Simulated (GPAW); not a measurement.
# zigzag Nb chain, bond 2.823 A: cost and accuracy of the plane-wave cutoff

Aim: see how far moments and order energies of zigzag Nb chain, bond 2.823 A move with the plane-wave cutoff, and what each rung costs.

Main program and level: GPAW 26.7.0; revPBE; plane waves with GPAW's PAW setups, scalar-relativistic.

This is a report of a sequence of runs, with most program output left out.

**1. The structure**

The cell holds 2 atoms: 2 Nb. Cell: a = 12.000 Å, b = 12.000 Å, c = 3.388 Å, α = 90.0°, β = 90.0°, γ = 90.0°. model lattice. Vacuum lies along a and b. The structure's axis is c.

Coordinates:

```
Nb
1.0
    12.00000    0.00000    0.00000
     0.00000   12.00000    0.00000
     0.00000    0.00000    3.38760
Nb
2
Direct
  0.40590 0.50000 0.00000
  0.59410 0.50000 0.50000
```

**2. Rung 1 (250 eV), start ferro ++**

The ladder starts at a low cutoff and climbs, to see from where on the results stand still.

The input, order1.py:

```python
import json
import numpy as np
from ase import Atoms
from ase.parallel import paropen, parprint
from gpaw import GPAW

atoms = Atoms(['Nb', 'Nb'],
    cell=[[12.0, 0.0, 0.0],
         [0.0, 12.0, 0.0],
         [0.0, 0.0, 3.3876]],
    scaled_positions=[[0.4059, 0.5, 0.0],
         [0.5941, 0.5, 0.5]],
    pbc=True,
    magmoms=[1.0, 1.0])
atoms.calc = GPAW(mode={'name': 'pw', 'ecut': 250},
    xc='revPBE',
    kpts={'size': (1, 1, 8), 'gamma': True},
    occupations={'name': 'fermi-dirac', 'width': 0.1},
    convergence={'density': 1e-05, 'energy': 1e-05},
    maxiter=200,
    symmetry={'tolerance': 1e-4},
    txt='order1.txt')
e = atoms.get_potential_energy(force_consistent=True)
res = {'free_energy': e, 'energy_sigma0': atoms.get_potential_energy(), 'fermi_energy': atoms.calc.get_fermi_level()}
res['moments'] = atoms.get_magnetic_moments().tolist()
res['total'] = atoms.get_magnetic_moment()
parprint('site moments (muB):', np.round(res['moments'], 3))
parprint(f"total moment: {res['total']:.3f} muB")
parprint(f'free energy: {e:.6f} eV')
atoms.calc.write('order1.gpw')
with paropen('results.json', 'w') as f:
    json.dump(res, f)
```

Started as:

```bash
OMP_NUM_THREADS=1 python3 order1.py > order1.log
```

Run time: 46 s. Hardware: 1 MPI rank of Intel Xeon Platinum 8488C (Sapphire Rapids), shared host; peak memory 0.21 GiB.

Numbers from this step:

| Property | Result |
| --- | --- |
| final state | non-magnetic |

After 30 cycles the seed has died away: no moment is left.

**3. Rung 1 (250 eV), start antiferro +-**

The second start gives the energy difference between the two end states, the quantity that is followed up the ladder.

order2.py is the script of step 2 with these lines changed:

```diff
@@ -13,3 +13,3 @@
     pbc=True,
-    magmoms=[1.0, 1.0])
+    magmoms=[1.0, -1.0])
 atoms.calc = GPAW(mode={'name': 'pw', 'ecut': 250},
@@ -21,3 +21,3 @@
     symmetry={'tolerance': 1e-4},
-    txt='order1.txt')
+    txt='order2.txt')
 e = atoms.get_potential_energy(force_consistent=True)
@@ -29,3 +29,3 @@
 parprint(f'free energy: {e:.6f} eV')
-atoms.calc.write('order1.gpw')
+atoms.calc.write('order2.gpw')
 with paropen('results.json', 'w') as f:
```

Started as:

```bash
OMP_NUM_THREADS=1 python3 order2.py > order2.log
```

Wall time 29 s (1 MPI rank); peak memory 0.22 GiB.

Numbers from this step:

```
magnetization  : 0 μB
final state    : antiferromagnetic
largest moment : 1.217 μB
```

This start lies -83.8 meV a seeded atom from the first; its largest moment is 1.22 μB.

**4. Rung 2 (325 eV), start ferro ++**

order1.py is the script of step 2 with these lines changed:

```diff
@@ -14,3 +14,3 @@
     magmoms=[1.0, 1.0])
-atoms.calc = GPAW(mode={'name': 'pw', 'ecut': 250},
+atoms.calc = GPAW(mode={'name': 'pw', 'ecut': 325},
     xc='revPBE',
```

Started as:

```bash
OMP_NUM_THREADS=1 python3 order1.py > order1.log
```

It took 76 s on 1 MPI rank; peak memory 0.25 GiB.

This step gave:

- final state: non-magnetic

After 45 cycles the seed has died away: no moment is left.

**5. Rung 2 (325 eV), start antiferro +-**

order2.py is the script of step 3 with these lines changed:

```diff
@@ -14,3 +14,3 @@
     magmoms=[1.0, -1.0])
-atoms.calc = GPAW(mode={'name': 'pw', 'ecut': 250},
+atoms.calc = GPAW(mode={'name': 'pw', 'ecut': 325},
     xc='revPBE',
```

Started as:

```bash
OMP_NUM_THREADS=1 python3 order2.py > order2.log
```

Elapsed: 39 s, on 1 MPI rank; peak memory 0.25 GiB.

Read from the output:

```yaml
magnetization: 0 μB
final_state: antiferromagnetic
largest_moment: 1.246 μB
```

This start lies -87.8 meV a seeded atom from the first, a change of -3.9 meV since rung 1; its largest moment is 1.25 μB.

**6. Rung 3 (400 eV), start ferro ++**

order1.py is the script of step 4 with these lines changed:

```diff
@@ -14,3 +14,3 @@
     magmoms=[1.0, 1.0])
-atoms.calc = GPAW(mode={'name': 'pw', 'ecut': 325},
+atoms.calc = GPAW(mode={'name': 'pw', 'ecut': 400},
     xc='revPBE',
```

Started as:

```bash
OMP_NUM_THREADS=1 python3 order1.py > order1.log
```

It took 77 s on 1 MPI rank; peak memory 0.3 GiB.

Numbers from this step:

```
final state : non-magnetic
```

After 34 cycles the seed has died away: no moment is left.

**7. Rung 3 (400 eV), start antiferro +-**

order2.py is the script of step 5 with these lines changed:

```diff
@@ -14,3 +14,3 @@
     magmoms=[1.0, -1.0])
-atoms.calc = GPAW(mode={'name': 'pw', 'ecut': 325},
+atoms.calc = GPAW(mode={'name': 'pw', 'ecut': 400},
     xc='revPBE',
```

Started as:

```bash
OMP_NUM_THREADS=1 python3 order2.py > order2.log
```

It took 49 s on 1 MPI rank; peak memory 0.3 GiB.

Read from the output:

| Quantity | Value |
| --- | --- |
| magnetization | 0 μB |
| final state | antiferromagnetic |
| largest moment | 1.253 μB |

This start lies -88.5 meV a seeded atom from the first, a change of -0.8 meV since rung 2; its largest moment is 1.25 μB.

**8. Rung 4 (500 eV), start ferro ++**

order1.py is the script of step 6 with these lines changed:

```diff
@@ -14,3 +14,3 @@
     magmoms=[1.0, 1.0])
-atoms.calc = GPAW(mode={'name': 'pw', 'ecut': 400},
+atoms.calc = GPAW(mode={'name': 'pw', 'ecut': 500},
     xc='revPBE',
```

Started as:

```bash
OMP_NUM_THREADS=1 python3 order1.py > order1.log
```

Run time: 2.6 min. Hardware: 1 MPI rank; peak memory 0.38 GiB.

Read from the output:

- final state: non-magnetic

After 44 cycles the seed has died away: no moment is left.

**9. Rung 4 (500 eV), start antiferro +-**

order2.py is the script of step 7 with these lines changed:

```diff
@@ -14,3 +14,3 @@
     magmoms=[1.0, -1.0])
-atoms.calc = GPAW(mode={'name': 'pw', 'ecut': 400},
+atoms.calc = GPAW(mode={'name': 'pw', 'ecut': 500},
     xc='revPBE',
```

Started as:

```bash
OMP_NUM_THREADS=1 python3 order2.py > order2.log
```

Run time: 73 s. Hardware: 1 MPI rank; peak memory 0.37 GiB.

Read from the output:

```yaml
magnetization: 0 μB
final_state: antiferromagnetic
largest_moment: 1.254 μB
```

This start lies -88.7 meV a seeded atom from the first, a change of -0.2 meV since rung 3; its largest moment is 1.25 μB.

**10. Rung 5 (650 eV), start ferro ++**

order1.py is the script of step 8 with these lines changed:

```diff
@@ -14,3 +14,3 @@
     magmoms=[1.0, 1.0])
-atoms.calc = GPAW(mode={'name': 'pw', 'ecut': 500},
+atoms.calc = GPAW(mode={'name': 'pw', 'ecut': 650},
     xc='revPBE',
```

Started as:

```bash
OMP_NUM_THREADS=1 python3 order1.py > order1.log
```

The job ended after 2.9 min (1 MPI rank; peak memory 0.5 GiB).

Numbers from this step:

```yaml
final_state: non-magnetic
```

After 36 cycles the seed has died away: no moment is left.

**11. Rung 5 (650 eV), start antiferro +-**

order2.py is the script of step 9 with these lines changed:

```diff
@@ -14,3 +14,3 @@
     magmoms=[1.0, -1.0])
-atoms.calc = GPAW(mode={'name': 'pw', 'ecut': 500},
+atoms.calc = GPAW(mode={'name': 'pw', 'ecut': 650},
     xc='revPBE',
```

Started as:

```bash
OMP_NUM_THREADS=1 python3 order2.py > order2.log
```

Run time: 1.8 min. Hardware: 1 MPI rank; peak memory 0.49 GiB.

This step gave:

```
magnetization  : 0 μB
final state    : antiferromagnetic
largest moment : 1.254 μB
```

This start lies -88.8 meV a seeded atom from the first, a change of -0.1 meV since rung 4; its largest moment is 1.25 μB.

**12. Rung 6 (800 eV), start ferro ++**

order1.py is the script of step 10 with these lines changed:

```diff
@@ -14,3 +14,3 @@
     magmoms=[1.0, 1.0])
-atoms.calc = GPAW(mode={'name': 'pw', 'ecut': 650},
+atoms.calc = GPAW(mode={'name': 'pw', 'ecut': 800},
     xc='revPBE',
```

Started as:

```bash
OMP_NUM_THREADS=1 python3 order1.py > order1.log
```

The job ended after 3.5 min (1 MPI rank; peak memory 0.67 GiB).

Numbers from this step:

- final state: non-magnetic

After 32 cycles the seed has died away: no moment is left.

**13. Rung 6 (800 eV), start antiferro +-**

order2.py is the script of step 11 with these lines changed:

```diff
@@ -14,3 +14,3 @@
     magmoms=[1.0, -1.0])
-atoms.calc = GPAW(mode={'name': 'pw', 'ecut': 650},
+atoms.calc = GPAW(mode={'name': 'pw', 'ecut': 800},
     xc='revPBE',
```

Started as:

```bash
OMP_NUM_THREADS=1 python3 order2.py > order2.log
```

Run time: 2.3 min. Hardware: 1 MPI rank; peak memory 0.65 GiB.

Numbers from this step:

* magnetization: 0 μB
* final state: antiferromagnetic
* largest moment: 1.254 μB

This start lies -88.8 meV a seeded atom from the first, a change of -0.0 meV since rung 5; its largest moment is 1.25 μB.

**14. A faulty input**

An input with a fault is tried, to see how the program answers.

run.py, as its differences from order2.py of step 13:

```diff
@@ -13,5 +13,5 @@
     pbc=True,
-    magmoms=[1.0, -1.0])
-atoms.calc = GPAW(mode={'name': 'pw', 'ecut': 800},
-    xc='revPBE',
+    magmoms=[1.0, 1.0])
+atoms.calc = GPAW(mode={'name': 'pw', 'ecut': 550},
+    xc='PBE96',
     kpts={'size': (1, 1, 8), 'gamma': True},
@@ -19,5 +19,5 @@
     convergence={'density': 1e-05, 'energy': 1e-05},
-    maxiter=200,
+    maxiter=100,
     symmetry={'tolerance': 1e-4},
-    txt='order2.txt')
+    txt='run.txt')
 e = atoms.get_potential_energy(force_consistent=True)
@@ -29,3 +29,3 @@
 parprint(f'free energy: {e:.6f} eV')
-atoms.calc.write('order2.gpw')
+atoms.calc.write('run.gpw')
 with paropen('results.json', 'w') as f:
```

Started as:

```bash
OMP_NUM_THREADS=1 python3 run.py > run.log
```

Elapsed: 1.3 s, on 1 MPI rank; peak memory 0.1 GiB.

The input was rejected at the start.

The program's message: “NameError: Unknown functional: PBE96.”

The fault put into the input: an unknown functional.

The functional must be one that the program lists.

**15. Side by side**

Ladder, by row:

| rung | cutoff (eV) | state from the first start | state from the second start | second less first (meV a seeded atom) | moment, first (μB) | moment, second (μB) | CPU time (s) |
| --- | --- | --- | --- | --- | --- | --- | --- |
| 1 | 250 | non-magnetic | antiferromagnetic | -83.84 | 0 | 1.217 | 74.37 |
| 2 | 325 | non-magnetic | antiferromagnetic | -87.77 | 1.89e-4 | 1.246 | 114.5 |
| 3 | 400 | non-magnetic | antiferromagnetic | -88.54 | 1.81e-4 | 1.253 | 125.9 |
| 4 | 500 | non-magnetic | antiferromagnetic | -88.71 | 1.02e-4 | 1.254 | 231.4 |
| 5 | 650 | non-magnetic | antiferromagnetic | -88.78 | 0 | 1.254 | 281.3 |
| 6 | 800 | non-magnetic | antiferromagnetic | -88.8 | 1.71e-4 | 1.254 | 345.2 |

**16. Outcome**

```json
{
 "range of the moment in the table, second start": "1.22 to 1.25 μB",
 "range of CPU time": "74 s to 5.8 min",
 "range of the energy difference": "-88.8 to -83.8 meV a seeded atom",
 "first rung from which all stay within 4.4 meV of the last": "2"
}
```

In words: From rung 2 on the result stays within 1.0 meV of the last rung, inside the margin of 4.4 meV set for it, at 33 % of the last rung's cost. The second start ends lower on every rung of the table; whether functional and cell give the true order is another question.

[Logs and program files are shortened in this print: banners, set-up blocks, solver, clock and traceback lines can be left out without a mark of their own.]

[Logs are printed without paths, hosts, clocks, repeated set-up lines and the standing remarks that a program may print on its own settings, such as how far it seeks lower states.]

[Hosts, paths, dates, database ids (printed as entryN), source tags and the programs' standing remarks are cut or masked in the printed files.]

[Where a cell is said to come from a database of computed structures, the database is the Materials Project.]
